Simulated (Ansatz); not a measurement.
In doubt: masses and optical values from hybrid runs of this build are listed as unsure (in some of the runs), which bears on the screening that GW takes from such a start.

Two G0W0 runs on SnO2 (Cassiterite).

Symmetry: P4_2/mnm, No. 136, tetragonal system. Conventional cell: a = 4.738 Å, b = 4.738 Å, c = 3.187 Å, α = 90.00°, β = 90.00°, γ = 90.00°. Nearest to Sn lie 6 O at 2.05 to 2.06 Å. O has 3 Sn at 2.05 to 2.06 Å nearest. Farther neighbours and most contacts between anions are not listed.

```xyz
6
Lattice="4.7380 0.0000 0.0000 0.0000 4.7380 0.0000 0.0000 0.0000 3.1865" Properties=species:S:1:pos:R:3 pbc="T T T"
Sn    0.0000    0.0000    0.0000
Sn    2.3690    2.3690    1.5933
O     1.4550    1.4550    0.0000
O     0.9140    3.8240    1.5933
O     3.2830    3.2830    0.0000
O     3.8240    0.9140    1.5933
```

The cell and positions come from the Crystallography Open Database and are kept as given unless a step says otherwise.

The first (Ansatz 0.2.0; start PBE, 4×4×6 mesh, 425 empty bands, screening to 190 eV, hard PAW files; 1 × NVIDIA H100 80GB HBM3 (shared by 3 runs) with 4 threads of AMD EPYC 7R13 (Zen 3), shared host) gave, on its mesh: starting gap 1.29 eV, G0W0 gap 2.94 eV, RPA ε∞ (mean) 4.39, 64 s.

Question: The second changes start from PBE to HSE06. What does it give?

It gave: starting gap 3.05 eV, G0W0 gap 3.85 eV, RPA ε∞ (mean) 3.42, 3.2 min. The G0W0 gap moves by +0.92 eV, +1.77 eV from the start and −0.85 eV from the correction. Σc changes by −0.58 eV at the valence top and −0.08 eV at the conduction bottom, and Σx − Vxc between them by −1.35 eV.

Limits: not at the basis limit; no spin-orbit coupling.

[Paths, hosts, dates, memory and timing lines, banners, echoed tables and standing remarks are left out of the program output.]

[Logs are printed without paths, hosts, clocks, repeated set-up lines and the standing remarks that a program may print on its own settings, such as how far it seeks lower states.]

[Runs of the session that timed out or met a known fault of the program may be left out.]

[Cells called generated may have been cut or substituted from an entry of the Crystallography Open Database or the Materials Project.]

[Hosts, paths, dates, database ids (printed as entryN), source tags and the programs' standing remarks are cut or masked in the printed files.]
